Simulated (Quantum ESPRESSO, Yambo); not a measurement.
# Si3N4 (Fd-3m): G0W0 in Yambo against the bands, part 2 of 2

Wanted: the cheapest bands that holds the gap of Si3N4 (Fd-3m).

Yambo 5.3.0; PBE and many-body steps on it, plane waves. Known limits of the many-body steps: not at the basis limit.

So far. Step 4 (121 bands): Against the run before, the gap moves by −0.181 eV.

## Step 5: 195 bands

Level of this step: G0W0 on PBE, plane waves, norm-conserving pseudopotentials (Yambo).

gw4.in

```
HF_and_locXC
gw0
dyson
ppa
em1d
rim_cut
RandQpts= 1000000
RandGvec= 1 RL
EXXRLvcs= 72 Ry
VXCRLvcs= 288 Ry
Chimod= "HARTREE"
% BndsRnXp
 1 | 195 |
%
NGsBlkXp= 7 Ry
% LongDrXp
 1 | 1 | 1 |
%
% GbndRnge
 1 | 195 |
%
DysSolver= "n"
ExtendOut
PPAPntXp= 27.21138 eV
% QPkrange
 6 | 6 | 31 | 34 |
 1 | 1 | 31 | 34 |
%
```

The run is started by

```
$ OMP_NUM_THREADS=2 mpirun -n 4 yambo -F gw4.in -J gw4 -C gw4 > gw4.log
```

What it wrote:

```text
 Yambo, version 5.3.0

 [02] CORE Variables Setup
 =========================

  [... cell, symmetries and grids as in the set-up ...]

  [02.05] Energies & Occupations
  ==============================

  [X] === General ===
  [X] Electronic Temperature                        :  0.000000  0.000000 [eV K]
  [X] Bosonic    Temperature                        :  0.000000  0.000000 [eV K]
  [X] Finite Temperature mode                       : no
  [X] El. density                                   :  0.54207E+24 [cm-3]
[...]
QP @ state[ 1 ] b range                          :   31   34
   QP @ state[ 2 ] K range                          :   6   6
   QP @ state[ 2 ] b range                          :   31   34
   GF energies kind                                 : Perdew, Burke & Ernzerhof(X)+Perdew, Burke & Ernzerhof(C)
   GF WF`s kind                                     : Perdew, Burke & Ernzerhof(X)+Perdew, Burke & Ernzerhof(C)
   Xs energies kind                                 : Perdew, Burke & Ernzerhof(X)+Perdew, Burke & Ernzerhof(C)
   Xs WF`s kind                                     : Perdew, Burke & Ernzerhof(X)+Perdew, Burke & Ernzerhof(C)

 [11] Game Over & Game summary
```

Run time: 3.6 min. Hardware: 4 MPI ranks of Arm Neoverse V2, shared host; peak memory 3.4 GiB; 28 min of CPU time.

This step gave:

```
G0W0 gap on the points computed              : 4.311 eV
starting gap on the mesh                     : 3.398 eV
k of the valence top                         : 0, 0.25, -0.25
k of the conduction bottom                   : 0, 0, 0
least direct G0W0 gap on the computed points : 4.356 eV
```

Against the run before, the gap moves by −0.013 eV.

## Step 6: 284 bands

gw5.in, as its differences from gw4.in of step 5:

```diff
@@ -12,3 +12,3 @@
 % BndsRnXp
- 1 | 195 |
+ 1 | 284 |
 %
@@ -19,3 +19,3 @@
 % GbndRnge
- 1 | 195 |
+ 1 | 284 |
 %
```

The run is started by

```
$ OMP_NUM_THREADS=2 mpirun -n 4 yambo -F gw5.in -J gw5 -C gw5 > gw5.log
```

What it wrote:

```text
 Yambo, version 5.3.0

 [02] CORE Variables Setup
 =========================

  [... cell, symmetries and grids as in the set-up ...]

  [02.05] Energies & Occupations
  ==============================

  [X] === General ===
  [X] Electronic Temperature                        :  0.000000  0.000000 [eV K]
  [X] Bosonic    Temperature                        :  0.000000  0.000000 [eV K]
  [X] Finite Temperature mode                       : no
  [X] El. density                                   :  0.54207E+24 [cm-3]
[...]
QP @ state[ 1 ] b range                          :   31   34
   QP @ state[ 2 ] K range                          :   6   6
   QP @ state[ 2 ] b range                          :   31   34
   GF energies kind                                 : Perdew, Burke & Ernzerhof(X)+Perdew, Burke & Ernzerhof(C)
   GF WF`s kind                                     : Perdew, Burke & Ernzerhof(X)+Perdew, Burke & Ernzerhof(C)
   Xs energies kind                                 : Perdew, Burke & Ernzerhof(X)+Perdew, Burke & Ernzerhof(C)
   Xs WF`s kind                                     : Perdew, Burke & Ernzerhof(X)+Perdew, Burke & Ernzerhof(C)

 [11] Game Over & Game summary
```

Run time: 5.2 min. Hardware: 4 MPI ranks; peak memory 3.3 GiB.

This step gave:

```yaml
g0w0_gap_on_the_points_computed: 4.337 eV
starting_gap_on_the_mesh: 3.398 eV
k_of_the_valence_top: 0, 0.25, -0.25
k_of_the_conduction_bottom: 0, 0, 0
least_direct_g0w0_gap_on_the_computed_points: 4.382 eV
```

Against the run before, the gap moves by +0.026 eV.

## Step 7: 384 bands

gw6.in, as its differences from gw5.in of step 6:

```diff
@@ -12,3 +12,3 @@
 % BndsRnXp
- 1 | 284 |
+ 1 | 384 |
 %
@@ -19,3 +19,3 @@
 % GbndRnge
- 1 | 284 |
+ 1 | 384 |
 %
```

The run is started by

```
$ OMP_NUM_THREADS=2 mpirun -n 4 yambo -F gw6.in -J gw6 -C gw6 > gw6.log
```

What it wrote:

```text
 Yambo, version 5.3.0

 [02] CORE Variables Setup
 =========================

  [... cell, symmetries and grids as in the set-up ...]

  [02.05] Energies & Occupations
  ==============================

  [X] === General ===
  [X] Electronic Temperature                        :  0.000000  0.000000 [eV K]
  [X] Bosonic    Temperature                        :  0.000000  0.000000 [eV K]
  [X] Finite Temperature mode                       : no
  [X] El. density                                   :  0.54207E+24 [cm-3]
[...]
QP @ state[ 1 ] b range                          :   31   34
   QP @ state[ 2 ] K range                          :   6   6
   QP @ state[ 2 ] b range                          :   31   34
   GF energies kind                                 : Perdew, Burke & Ernzerhof(X)+Perdew, Burke & Ernzerhof(C)
   GF WF`s kind                                     : Perdew, Burke & Ernzerhof(X)+Perdew, Burke & Ernzerhof(C)
   Xs energies kind                                 : Perdew, Burke & Ernzerhof(X)+Perdew, Burke & Ernzerhof(C)
   Xs WF`s kind                                     : Perdew, Burke & Ernzerhof(X)+Perdew, Burke & Ernzerhof(C)

 [11] Game Over & Game summary
```

Wall time 7.2 min (4 MPI ranks); peak memory 3.9 GiB; 56 min of CPU time.

Numbers from this step:

- G0W0 gap on the points computed: 4.353 eV
- starting gap on the mesh: 3.398 eV
- k of the valence top: 0, 0.25, -0.25
- k of the conduction bottom: 0, 0, 0
- least direct G0W0 gap on the computed points: 4.397 eV

Against the run before, the gap moves by +0.016 eV.

## Step 8: Side by side

Times are wall times on 4 MPI ranks of Arm Neoverse V2, shared host, good to a factor of about two.

```csv
run,mesh,bands,screening cutoff (eV),DFT gap (eV),gap on the mesh (eV),direct (eV),time
52 bands,4×4×4,52,95.2,3.398,4.957,4.991,49 s
76 bands,4×4×4,76,95.2,3.398,4.505,4.559,76 s
121 bands,4×4×4,121,95.2,3.398,4.324,4.371,2.2 min
195 bands,4×4×4,195,95.2,3.398,4.311,4.356,3.6 min
284 bands,4×4×4,284,95.2,3.398,4.337,4.382,5.2 min
384 bands,4×4×4,384,95.2,3.398,4.353,4.397,7.2 min
```

## Step 9: Outcome

| Item | Value |
| --- | --- |
| 52 bands | 4.957 eV |
| 76 bands | 4.505 eV |
| 121 bands | 4.324 eV |
| 195 bands | 4.311 eV |
| 284 bands | 4.337 eV |
| 384 bands | 4.353 eV |
| known limits | not at the basis limit |

**Reading.** The setting moved: bands. From 52 bands to 384 bands the gap moves by −0.60 eV, for 8.8 times the time, not steadily: it passes through 4.31 eV. The last step still moves it by +0.016 eV. Bands and screening cutoff are coupled, so a series along one setting does not show full convergence. Bands and cutoff are finite, so the gap is not at the basis limit. The miss can reach some tenths of an eV and take either sign; the mesh is an error of its own. In the G0W0 runs levels were corrected at 2 k points alone, so a gap called «on the mesh» is the least over those, and an edge elsewhere would be missed.

[Paths, hosts, dates, memory and timing lines, banners, echoed tables and standing remarks are left out of the program output.]

[Logs are printed without paths, hosts, clocks, repeated set-up lines and the standing remarks that a program may print on its own settings, such as how far it seeks lower states.]

[Runs of the session that timed out or met a known fault of the program may be left out.]

[Hosts, paths, dates, database ids (printed as entryN), source tags and the programs' standing remarks are cut or masked in the printed files.]
